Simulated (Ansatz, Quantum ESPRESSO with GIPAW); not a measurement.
# Solid-state NMR of SiC (Moissanite 3C) by GIPAW

Wanted: NMR shieldings for each site of SiC (Moissanite 3C).

**The experiment.** The 29Si shift is -17.2 ppm against TMS, in “Synthesis and multinuclear magnetic resonance studies of some nitrogen-containing ceramic phases” (Leach, Doctoral thesis, Durham University, 1990), quoting earlier work.

Calculated with Quantum ESPRESSO with GIPAW 8.0dev (patched build); DFT, PBE, plane-wave PAW (pslibrary 1.0.0 recipes), scalar-relativistic, GIPAW; a patched development version of the program.

## (1) Starting point

Symmetry: F-43m, No. 216, cubic system. Conventional cell: a = 4.358 Å, b = 4.358 Å, c = 4.358 Å, α = 90.00°, β = 90.00°, γ = 90.00°. Nearest to Si lie 4 C at 1.89 Å. Nearest to C lie 4 Si at 1.89 Å. Farther neighbours are not listed.

The cell is an entry of the Crystallography Open Database.

## (2) Ground state

GIPAW is a response on top of the ground state, so the wavefunctions come first. Their errors pass straight into the induced current, hence the tight threshold. No empty states are asked for: the response is solved without them. The mesh has a spacing of 0.18 Å⁻¹ at most. The PAW files were made with ld1.x from the pslibrary 1.0.0 recipes, with GIPAW reconstruction switched on.

scf.in

```
&control
  calculation = 'scf'
  prefix = 'x'
  outdir = './tmp/'
  pseudo_dir = './'
/
&system
  ibrav = 0
  nat = 2
  ntyp = 2
  ecutwfc = 55
  ecutrho = 330
  nbnd = 4
/
&electrons
  conv_thr = 1.0d-10
  mixing_beta = 0.7
  electron_maxstep = 100
/
ATOMIC_SPECIES
  Si 28.085 Si.pbe-n-kjpaw_psl.1.0.0-gipaw.UPF
  C 12.011 C.pbe-n-kjpaw_psl.1.0.0-gipaw.UPF
CELL_PARAMETERS angstrom
  0.00000000 2.17900000 2.17900000
  2.17900000 0.00000000 2.17900000
  2.17900000 2.17900000 0.00000000
ATOMIC_POSITIONS crystal
  Si 0.00000000 0.00000000 0.00000000
  C 0.75000000 0.75000000 0.75000000
K_POINTS automatic
  14 14 14 0 0 0
```

Run with:

```console
> mpirun -np 4 pw.x -nk 4 -in scf.in > scf.out
```

Log:

```text
using ibrav=0 with symmetry is DISCOURAGED, use correct ibrav instead

     bravais-lattice index     =            0
     lattice parameter (alat)  =       5.8233  a.u.
     unit-cell volume          =     139.6363 (a.u.)^3
     number of atoms/cell      =            2
     number of atomic types    =            2
     number of electrons       =         8.00
     number of Kohn-Sham states=            4
     kinetic-energy cutoff     =      55.0000  Ry
     charge density cutoff     =     330.0000  Ry
     scf convergence threshold =      1.0E-10
     mixing beta               =       0.7000
     number of iterations used =            8  plain     mixing
     Exchange-correlation= SLA-PW-PBX-PBC
                           (   1   4   3   4   0   0   0)
[...]
Si                4.00    28.08500     Si( 1.00)
     C                 4.00    12.01100     C ( 1.00)

     24 Sym. Ops. (no inversion) found
[...]
number of k points=   104

     Number of k-points >= 100: set verbosity='high' to print them.

     Dense  grid:    14163 G-vectors     FFT dimensions: (  36,  36,  36)

     Smooth grid:     7727 G-vectors     FFT dimensions: (  27,  27,  27)

     Check: negative core charge=   -0.000004

     Initial potential from superposition of free atoms

     starting charge       7.9994, renormalised to       8.0000
     Starting wfcs are    8 randomized atomic wfcs

     Self-consistent Calculation

     iteration #  1     ecut=    55.00 Ry     beta= 0.70
     Davidson diagonalization with overlap
     ethr =  1.00E-02,  avg # of iterations =  2.0

     total energy              =     -65.04278471 Ry
     estimated scf accuracy    <       0.42863298 Ry

     iteration #  2     ecut=    55.00 Ry     beta= 0.70
     Davidson diagonalization with overlap
     ethr =  5.36E-03,  avg # of iterations =  2.0

     total energy              =     -65.18699637 Ry
     estimated scf accuracy    <       0.11609640 Ry

     iteration #  3     ecut=    55.00 Ry     beta= 0.70
     Davidson diagonalization with overlap
     ethr =  1.45E-03,  avg # of iterations =  1.7

     total energy              =     -65.19178445 Ry
     estimated scf accuracy    <       0.00867827 Ry

[...]
total energy              =     -65.19827784 Ry
[...]
iteration # 21     ecut=    55.00 Ry     beta= 0.70
     Davidson diagonalization with overlap
     ethr =  2.95E-12,  avg # of iterations =  1.0

     total energy              =     -65.19827784 Ry
     estimated scf accuracy    <          1.6E-10 Ry

     iteration # 22     ecut=    55.00 Ry     beta= 0.70
     Davidson diagonalization with overlap
     ethr =  2.01E-12,  avg # of iterations =  1.0

     End of self-consistent calculation
     [one-electron energies left out]

!    total energy              =     -65.19827784 Ry
     total all-electron energy =      -656.308231 Ry
     estimated scf accuracy    <          4.1E-11 Ry

     The total energy is the sum of the following terms:
     one-electron contribution =       6.11598352 Ry
     hartree contribution      =       2.33237943 Ry
     xc contribution           =     -10.97320960 Ry
     ewald contribution        =     -20.93122177 Ry
     one-center paw contrib.   =     -41.74220941 Ry

     convergence has been achieved in  22 iterations
[...]
JOB DONE.
```

Run time: 9.1 s. Hardware: 4 MPI ranks of Arm Neoverse V1, shared host; peak memory 0.37 GiB.

It converged in 22 cycles to an estimated accuracy of 4e-11 Ry, on 104 irreducible k-points.

## (3) GIPAW: job nmr

A uniform field breaks periodicity, so gipaw.x applies it as a wave of small q and takes the limit. It solves for the first-order states, builds the induced current and gets the field at each nucleus by Biot–Savart; the PAW spheres add what the smooth waves miss near the nuclei. pawproj makes the reconstruction use the PAW data sets' own projectors.

nmr.in

```
&inputgipaw
  job = 'nmr'
  prefix = 'x'
  tmp_dir = './tmp/'
  restart_mode = 'from_scratch'
  verbosity = 'low'
  q_gipaw = 0.01
  spline_ps = .true.
  conv_threshold = 1.0d-11
  use_nmr_macroscopic_shape = .false.
  pawproj(1) = .true.
  pawproj(2) = .true.
/
```

Run with:

```console
> mpirun -np 4 gipaw.x -in nmr.in > nmr.out
```

Log:

```text
[banner, memory and clock lines left out]
[a note of our patched build left out]

     Parallelizing q-star over 1 images

     IMPORTANT: XC functional enforced from input :
     Exchange-correlation= PBE
                           (   1   4   3   4   0   0   0)
     Any further DFT definition will be discarded
     Please, verify this is what you really want

     Check: negative core charge=   -0.000004
[...]
alpha_pv=     30.8218 eV

     spline_ps is .false., expect some extrapolation errors

     q-space interpolation up to    66.00 Rydberg

     GIPAW job: nmr
     NMR macroscopic correction: no
[...]
Computing the magnetic susceptibility     isolve=0    ethr=  0.1000E-10
     Starting from scratch
     k-point #    1 of   104      pool #  1    cpu time:       0.6
[...]
End of magnetic susceptibility calculation

     f-sum rule (1st term):
            -8.0539         -0.0000          0.0000
            -0.0000         -8.0539         -0.0000
             0.0000         -0.0000         -8.0539

     f-sum rule (2nd term):
            -0.0529          0.0000          0.0000
             0.0000         -0.0529          0.0000
             0.0000          0.0000         -0.0529

     f-sum rule (should be    -8.1062):
            -8.1067         -0.0000          0.0000
            -0.0000         -8.1067         -0.0000
             0.0000         -0.0000         -8.1067

[... susceptibilities left out ...]
     Contributions to the NMR chemical shifts: -------------------------------

     Macroscopic shape contribution in ppm:                    0.00
             0.0000          0.0000          0.0000
             0.0000          0.0000          0.0000
             0.0000          0.0000          0.0000

     Core contribution in ppm:

     Atom  1  Si  pos: (  0.000000  0.000000  0.000000)  core sigma:         837.79
     Atom  2  C   pos: (  1.060660  1.060660  1.060660)  core sigma:         200.51

     Bare contribution in ppm:

     Atom  1  Si  pos: (  0.000000  0.000000  0.000000)  bare sigma:         -29.43
[...]
Atom  2  C   pos: (  1.060660  1.060660  1.060660)  bare sigma:          -3.85
[...]
Diamagnetic contribution in ppm:

     Atom  1  Si  pos: (  0.000000  0.000000  0.000000)  dia sigma:           1.94
[...]
Atom  2  C   pos: (  1.060660  1.060660  1.060660)  dia sigma:           4.63
[...]
Paramagnetic contribution in ppm:

     Atom  1  Si  pos: (  0.000000  0.000000  0.000000)  para sigma:        -471.95
[...]
Atom  2  C   pos: (  1.060660  1.060660  1.060660)  para sigma:         -41.24
[...]
Paramagnetic US occ-occ contribution in ppm:

     Atom  1  Si  pos: (  0.000000  0.000000  0.000000)  para_oo sigma:          -0.96
[...]
Atom  2  C   pos: (  1.060660  1.060660  1.060660)  para_oo sigma:          -0.32
[...]
Paramagnetic US L_R Q_R contribution in ppm:

     Atom  1  Si  pos: (  0.000000  0.000000  0.000000)  para_lq sigma:          16.32
[...]
Atom  2  C   pos: (  1.060660  1.060660  1.060660)  para_lq sigma:         -19.73
[...]
Total NMR chemical shifts in ppm: ---------------------------------------
     (adopting the Simpson convention for anisotropy and asymmetry)-----------

     Atom  1  Si  pos: (  0.000000  0.000000  0.000000)  Total sigma:         353.72
           353.7187         -0.0000         -0.0000
            -0.0000        353.7187         -0.0000
            -0.0000         -0.0000        353.7187

     Si      1    anisotropy:     -0.00    eta:    0.0000
[...]
Atom  2  C   pos: (  1.060660  1.060660  1.060660)  Total sigma:         139.99
           139.9927         -0.0000         -0.0000
            -0.0000        139.9927         -0.0000
            -0.0000          0.0000        139.9927

     C       2    anisotropy:      0.00    eta:    0.0000
[...]
```

Elapsed: 59 s, on 4 MPI ranks; peak memory 0.22 GiB; 3.9 min of CPU time.

The f-sum rule is met to 5.0e-4 of 8.1 (0.006 %). Converged shieldings require that this miss be small, but a small miss does not prove them.

From the symmetric part of each tensor, with principal values σ11 ≤ σ22 ≤ σ33: σ_iso is their mean, the span is σ33 − σ11 and the skew 3(σ_iso − σ22)/span. (gipaw.x prints an anisotropy in another convention.)

```tsv
site	atom no.	atoms in cell	σ_iso (ppm)	span (ppm)	skew
Si	1	1	353.7	0.0	-
C	2	1	140.0	0.0	-
```

The macroscopic shape term is switched off. For a spherical sample the valence susceptibility of this run would add about 5 ppm to every site, a rough estimate, since the susceptibility converges slowly and lacks part of the PAW terms. Differences within the crystal don't depend on it, but shieldings of different compounds can't be compared to better than a few ppm without it.

Si and C sit on cubic site symmetry, where the tensor must be isotropic.

## (4) NMR parameters by site

Covalently bonded atoms count as neighbours within 1.18 times the sum of their radii. Otherwise a cation's neighbours lie within 1.2 times its shortest bond (1.3 for large cations, each anion's radius taken off where they differ), and an anion's are the cations that count it.

```tsv
site	atom no.	atoms in cell	surroundings	bonds (Å)	σ_iso (ppm)
Si	1	1	SiC4	1.887	353.7
C	2	1	CSi4	1.887	140.0
```

## (5) Other settings and structures

Each row names what was changed: another mesh tests the sampling of the zone; another file of one element tests how much hangs on the way the file is built.

Changes of σ_iso (ppm) against the run above (PBE, cutoffs 55 and 330 Ry, mesh 14×14×14, 4.5 min). Times are CPU times of pw.x and gipaw.x together, on 4 MPI ranks of Arm Neoverse V1, shared host; on a shared host they are rough.

```tsv
run	CPU time	f-sum miss	Si	C
mesh 17×17×17	6.9 min	2.0e-4	+0.0	-0.0
file Si.pbe-nl-kjpaw	4.3 min	5.0e-4	+1.7	+0.1
```

The largest move is +1.7 ppm, on Si, from file Si.pbe-nl-kjpaw.

## (6) Against experiment

Without a fitted line the measured shift still tests the calculation: for an exact theory σ + δ is one number for all compounds of a nucleus, up to the shape term, which is left out of σ and differs by some ppm between compounds.

```tsv
nucleus, site	σ_iso (ppm)	measured δ (ppm)	σ + δ (ppm)	σ + δ of other compounds, same level
29Si, Si	353.7	-17.2	336.5	Si3N4 332.6, Si3N4 337.3
```

## (7) Summary of results

```yaml
29si_shielding_without_shape_term: 353.7 ppm
13c_shielding_without_shape_term: 140.0 ppm
```

What this shows: 29Si has one site (SiC4), with isotropic shielding 353.7 ppm (shape term left out). A shift needs a reference, δ = σ_ref − σ, fixed on measured compounds; for 29Si of this kind at this level too few were at hand, or they scattered too widely about a line, so none is given. For 29Si, σ + δ is 336.5 ppm here and 335.0 ppm on average over 2 other sites: with that reference and slope one the shift would be off by -1.6 ppm. Going to mesh 17×17×17 changes no isotropic shielding by more than 0.006 ppm, so the main run is converged in that respect. A higher cutoff was not carried through on these files. This build of gipaw.x prints that it is not audited and that its numbers are no references by themselves. It also reports spline_ps as false although the input sets it; why was not traced. 1 further run of this session failed or came with warnings and is not shown (1 ended with a warning from the program).

[Banner, clock, file and message-heading lines were taken out of the pw.x and gipaw.x logs.]

[Logs are printed without paths, hosts, clocks, repeated set-up lines and the standing remarks that a program may print on its own settings, such as how far it seeks lower states.]

[Hosts, paths, dates, database ids (printed as entryN), source tags and the programs' standing remarks are cut or masked in the printed files.]

[Where no reference line passes its bar on scatter, no shift is given, so a measured shift of this compound may stand uncompared.]
